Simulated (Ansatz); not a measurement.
## How many bands does the GW gap of Cs2AgBiF6 (Fm-3m) need?

Wanted: a G0W0 gap for Cs2AgBiF6 (Fm-3m) that is converged in bands and cutoff, or an estimate of the limit.

Main program and level: Ansatz 0.2.0; G0W0 on PBE, plane waves, PAW; PAW set soft_1.

Most raw output is cut from this account.

In doubt: one-shot GW on d or f shells is unsure (steps 2, 3, 4, 5, 6, 7), so the values of those runs are not to be relied on.

### 1. The starting structure

Symmetry: Fm-3m, No. 225, cubic system. Conventional cell: a = 9.348 Å, b = 9.348 Å, c = 9.348 Å, α = 90.00°, β = 90.00°, γ = 90.00°. Nearest to Cs lie 12 F at 3.31 Å. Nearest to Ag lie 6 F at 2.42 Å. Nearest to Bi lie 6 F at 2.26 Å. F has 1 Bi at 2.26 Å and 1 Ag at 2.42 Å and 4 Cs at 3.31 Å nearest. Farther neighbours and most contacts between anions are not listed.

The cell and positions are those that the Materials Project relaxed with its own functionals (PBE, PBE+U or r2SCAN), kept fixed. Spin-orbit coupling is left out unless a step names it.

### 2. 168 empty bands, screening to 51 eV

Now the one-shot GW correction: screening in the RPA, then the self-energy of the levels asked for. This step takes PAW set soft_1 files.

Input file input.yaml:

```yaml
crystal:
  lattice:
    - [0.0, 4.6740694725, 4.6740694725]
    - [4.6740694725, 0.0, 4.6740694725]
    - [4.6740694725, 4.6740694725, 0.0]
  atoms:
    - { symbol: Cs, position: [0.75, 0.75, 0.75] }
    - { symbol: Cs, position: [0.25, 0.25, 0.25] }
    - { symbol: Ag, position: [0.5, 0.5, 0.5] }
    - { symbol: Bi, position: [0.0, 0.0, 0.0] }
    - { symbol: F, position: [0.75872864, 0.24127136, 0.24127136] }
    - { symbol: F, position: [0.24127136, 0.24127136, 0.75872864] }
    - { symbol: F, position: [0.24127136, 0.75872864, 0.75872864] }
    - { symbol: F, position: [0.24127136, 0.75872864, 0.24127136] }
    - { symbol: F, position: [0.75872864, 0.24127136, 0.75872864] }
    - { symbol: F, position: [0.75872864, 0.75872864, 0.24127136] }
kpoints:
  mp_grid: { grid: [4, 4, 4] }
hamiltonian:
  xc: pbe
  pseudopotentials: { kind: paw, azcp: { folder: soft_1 } }
scf:
  occupations: { method: fixed }
gw:
  n_empty_bands: 168
  ecut_chi: 51
  qp_bands: [v3, c3]
  qp_kpoints: band_edges
  screening: { model: contour_deformation }
```

Launch:

```console
> ansatz run input.yaml --threads 2 --pin off --max-ram 92160MiB --backend cuda --events-out ev --progress --plain --runs-dir out --devices 1 --max-vram 13GiB
```

Elapsed: 17 s, on 1 × NVIDIA H100 80GB HBM3 (shared by 6 runs) with 2 threads of AMD EPYC 7R13 (Zen 3), shared host; peak memory 1.3 GiB; 21 s of CPU time.

Numbers from this step:

| Item | Value |
| --- | --- |
| bands summed | 215 |
| RPA ε∞ on this mesh (eigenvalues) | 2.827, 2.827, 2.827 |
| plane waves in the screening matrix | 169 |
| q-points in the mesh | 64 |
| G0W0 gap on the mesh | 4.844 eV |
| k of the valence top | 0, -0.5, -0.5 |
| k of the conduction bottom | 0, 0, -0.5 |
| starting gap on the mesh | 2.698 eV |
| Z at the valence top | 0.7716 |
| Z at the conduction bottom | 0.8328 |
| least direct G0W0 gap on the computed points | 5.782 eV |

The gap on the mesh goes from 2.70 eV to 4.84 eV, a correction of +2.15 eV. Between the two edge states, bare exchange in place of the xc potential would open the gap by 10.05 eV, and correlation takes back 7.91 eV.

### 3. 477 empty bands, screening to 102 eV

Bands and screening cutoff are moved together, since each hides the error of the other.

input.yaml: that of step 2 with these lines changed.

```diff
@@ -24,4 +24,4 @@
 gw:
-  n_empty_bands: 168
-  ecut_chi: 51
+  n_empty_bands: 477
+  ecut_chi: 102
   qp_bands: [v3, c3]
```

The job ended after 23 s (1 × NVIDIA H100 80GB HBM3 (shared by 6 runs) with 2 threads; peak memory 1.9 GiB).

This step gave:

```yaml
bands_summed: 524
rpa_eps_infinity_on_this_mesh_eigenvalues: 2.828, 2.828, 2.828
plane_waves_in_the_screening_matrix: 531
q_points_in_the_mesh: 64
g0w0_gap_on_the_mesh: 4.700 eV
k_of_the_valence_top: 0, -0.5, -0.5
k_of_the_conduction_bottom: 0, 0, -0.5
starting_gap_on_the_mesh: 2.698 eV
z_at_the_valence_top: 0.7632
z_at_the_conduction_bottom: 0.8297
least_direct_g0w0_gap_on_the_computed_points: 5.663 eV
```

Against the run with 4×4×4 mesh, 168 empty bands, screening to 51 eV, PAW set soft_1 files, the gap moves by −0.14 eV.

### 4. 1027 empty bands, screening to 170 eV

input.yaml: that of step 3 with these lines changed.

```diff
@@ -24,4 +24,4 @@
 gw:
-  n_empty_bands: 477
-  ecut_chi: 102
+  n_empty_bands: 1027
+  ecut_chi: 170.0
   qp_bands: [v3, c3]
```

Elapsed: 77 s, on 1 × NVIDIA H100 80GB HBM3 (shared by 6 runs) with 2 threads; peak memory 3.5 GiB; 2.1 min of CPU time.

Numbers from this step:

```
bands summed                                 : 1074
RPA ε∞ on this mesh (eigenvalues)            : 2.814, 2.814, 2.814
plane waves in the screening matrix          : 965
G0W0 gap on the mesh                         : 4.783 eV
k of the valence top                         : 0, -0.5, -0.5
k of the conduction bottom                   : 0, 0, -0.5
starting gap on the mesh                     : 2.698 eV
least direct G0W0 gap on the computed points : 5.721 eV
```

Against the run with 4×4×4 mesh, 477 empty bands, screening to 102 eV, PAW set soft_1 files, the gap moves by +0.08 eV.

### 5. Changing the k mesh: 2×2×2 mesh, 477 empty bands, screening to 102 eV, PAW set soft_1 files

A second mesh at equal bands and cutoff isolates the sampling error. Bands and cutoff differ from the step before, so it is read against an earlier run that matches them.

input.yaml: that of step 4 with these lines changed.

```diff
@@ -17,3 +17,3 @@
 kpoints:
-  mp_grid: { grid: [4, 4, 4] }
+  mp_grid: { grid: [2, 2, 2] }
 hamiltonian:
@@ -24,4 +24,4 @@
 gw:
-  n_empty_bands: 1027
-  ecut_chi: 170.0
+  n_empty_bands: 477
+  ecut_chi: 102
   qp_bands: [v3, c3]
```

It took 11 s on 1 × NVIDIA H100 80GB HBM3 (shared by 6 runs) with 2 threads; peak memory 1.4 GiB; 9.2 s of CPU time.

This step gave:

```
bands summed                                 : 524
RPA ε∞ on this mesh (eigenvalues)            : 2.903, 2.903, 2.903
plane waves in the screening matrix          : 531
G0W0 gap on the mesh                         : 4.754 eV
k of the valence top                         : 0, -0.5, -0.5
k of the conduction bottom                   : 0, 0, -0.5
starting gap on the mesh                     : 2.690 eV
least direct G0W0 gap on the computed points : 5.936 eV
```

Against the run with 4×4×4 mesh, 477 empty bands, screening to 102 eV, PAW set soft_1 files, the gap moves by +0.05 eV.

### 6. Changing the frequency model: 4×4×4 mesh, 1027 empty bands, screening to 170 eV, plasmon pole, PAW set soft_1 files

A plasmon pole stands in for the full frequency dependence of the screening; this run shows what that costs in accuracy. Bands and cutoff differ from the step before, so it is read against an earlier run that matches them.

input.yaml: that of step 5 with these lines changed.

```diff
@@ -17,3 +17,3 @@
 kpoints:
-  mp_grid: { grid: [2, 2, 2] }
+  mp_grid: { grid: [4, 4, 4] }
 hamiltonian:
@@ -24,6 +24,6 @@
 gw:
-  n_empty_bands: 477
-  ecut_chi: 102
+  n_empty_bands: 1027
+  ecut_chi: 170.0
   qp_bands: [v3, c3]
   qp_kpoints: band_edges
-  screening: { model: contour_deformation }
+  screening: { model: godby_needs }
```

The job ended after 98 s (1 × NVIDIA H100 80GB HBM3 (shared by 6 runs) with 2 threads; peak memory 8.1 GiB; 2.7 min of CPU time).

Numbers from this step:

```
bands summed                                 : 1074
plasmon-pole fit frequency                   : 25.19 eV
RPA ε∞ on this mesh (eigenvalues)            : 2.814, 2.814, 2.814
plane waves in the screening matrix          : 965
G0W0 gap on the mesh                         : 4.788 eV
k of the valence top                         : 0, -0.5, -0.5
k of the conduction bottom                   : 0, 0, -0.5
starting gap on the mesh                     : 2.698 eV
least direct G0W0 gap on the computed points : 5.782 eV
```

Against the run with 4×4×4 mesh, 1027 empty bands, screening to 170 eV, PAW set soft_1 files, the gap moves by +0.005 eV.

### 7. Changing the files and raising the bands: 4×4×4 mesh, 1523 empty bands, screening to 221 eV, hard PAW files

Other atomic data (hard PAW) test the pseudisation: the cutoff goes from 420 to 1050 eV and the valence electrons from 94 to 102, which opens shells that were frozen. Bands and screening cutoff change too, so the step is no clean test of the files.

This step: G0W0 on PBE, plane waves, PAW.

input.yaml: that of step 6 with these lines changed.

```diff
@@ -20,3 +20,3 @@
   xc: pbe
-  pseudopotentials: { kind: paw, azcp: { folder: soft_1 } }
+  pseudopotentials: { kind: paw, source: ansatz }
 scf:
@@ -24,6 +24,6 @@
 gw:
-  n_empty_bands: 1027
-  ecut_chi: 170.0
+  n_empty_bands: 1523
+  ecut_chi: 221.0
   qp_bands: [v3, c3]
   qp_kpoints: band_edges
-  screening: { model: godby_needs }
+  screening: { model: contour_deformation }
```

Wall time 3.3 min (1 × NVIDIA H100 80GB HBM3 (shared by 6 runs) with 2 threads); peak memory 8.7 GiB.

This step gave:

| Quantity | Value |
| --- | --- |
| bands summed | 1574 |
| RPA ε∞ on this mesh (eigenvalues) | 2.811, 2.811, 2.811 |
| plane waves in the screening matrix | 1471 |
| G0W0 gap on the mesh | 4.878 eV |
| k of the valence top | 0, -0.5, -0.5 |
| k of the conduction bottom | 0, 0, -0.5 |
| starting gap on the mesh | 2.700 eV |
| least direct G0W0 gap on the computed points | 5.796 eV |

Against the run with 4×4×4 mesh, 1027 empty bands, screening to 170 eV, PAW set soft_1 files, the gap moves by +0.10 eV.

### 8. Convergence and cost

Times are wall times on 1 × NVIDIA H100 80GB HBM3 (shared by 6 runs) with 2 threads of AMD EPYC 7R13 (Zen 3), shared host, good to a factor of about two.

```
 mesh           files            frequency  bands summed  cutoff (eV)  start (eV)  G0W0 (eV)     time  host memory (GiB)
4×4×4  PAW set soft_1  contour deformation           215           51       2.698      4.844     17 s                1.3
4×4×4  PAW set soft_1  contour deformation           524          102       2.698      4.700     23 s                1.9
4×4×4  PAW set soft_1  contour deformation          1074          170       2.698      4.783     77 s                3.5
2×2×2  PAW set soft_1  contour deformation           524          102       2.690      4.754     11 s                1.4
4×4×4  PAW set soft_1         plasmon pole          1074          170       2.698      4.788     98 s                8.1
4×4×4        hard PAW  contour deformation          1574          221       2.700      4.878  3.3 min                8.7
```

The parts of the quasiparticle energy at the two band edges (eV; QP = start + Σx + Σc − Vxc):

```
       run               edge  start      Σx     Σc     Vxc     Z    QP
 215 bands        valence top   6.04  -34.11   4.64  -28.49  0.77  5.07
 215 bands  conduction bottom   8.74   -9.12  -3.26  -13.55  0.83  9.91
 524 bands        valence top   6.04  -34.11   4.53  -28.49  0.76  4.95
 524 bands  conduction bottom   8.74   -9.12  -3.52  -13.55  0.83  9.65
1074 bands        valence top   6.04  -34.11   4.35  -28.49  0.76  4.78
1074 bands  conduction bottom   8.74   -9.12  -3.62  -13.55  0.83  9.56
```

### 9. Outcome

| Item | Value |
| --- | --- |
| 215 bands, 51 eV | 4.844 eV |
| 524 bands, 102 eV | 4.700 eV |
| 1074 bands, 170 eV | 4.783 eV |
| mesh and start | 4×4×4, PBE |

**Reading.** From 215 to 1074 bands the gap moves by −0.06 eV while the time grows 4.5-fold. Σc changes by −0.29 eV at the valence top and −0.35 eV at the conduction bottom, so the levels themselves move more than the gap between them. The gap turns back along the series, so no limit is drawn from it. On the 2×2×2 mesh in place of 4×4×4 the gap differs by +0.05 eV, of which −0.01 eV is already in the start. The plasmon-pole model gives +0.01 eV against contour deformation, 0 % of the correction (the least direct gap moves by +0.06 eV), and saved no time in this program. With hard PAW files and 1574 bands the gap is 4.88 eV. Where an edge is built on 6p states of lead, bismuth or thallium, scalar-relativistic gaps usually stand too wide, by a few tenths to over one eV. A d shell, filled or nearly so, lies near the gap. One-shot GW converges very slowly in bands there, not always from below, and on a semilocal start the gap tends to come out low; starts rich in exact exchange can overshoot instead. The many-body steps are scalar-relativistic: spin-orbit coupling is not in them.

[Paths, hosts, dates, memory and timing lines, banners, echoed tables and standing remarks are left out of the program output.]

[Logs are printed without paths, hosts, clocks, repeated set-up lines and the standing remarks that a program may print on its own settings, such as how far it seeks lower states.]

[Runs of the session that timed out or met a known fault of the program may be left out.]

[Cells called generated may have been cut or substituted from an entry of the Crystallography Open Database or the Materials Project.]

[Hosts, paths, dates, database ids (printed as entryN), source tags and the programs' standing remarks are cut or masked in the printed files.]
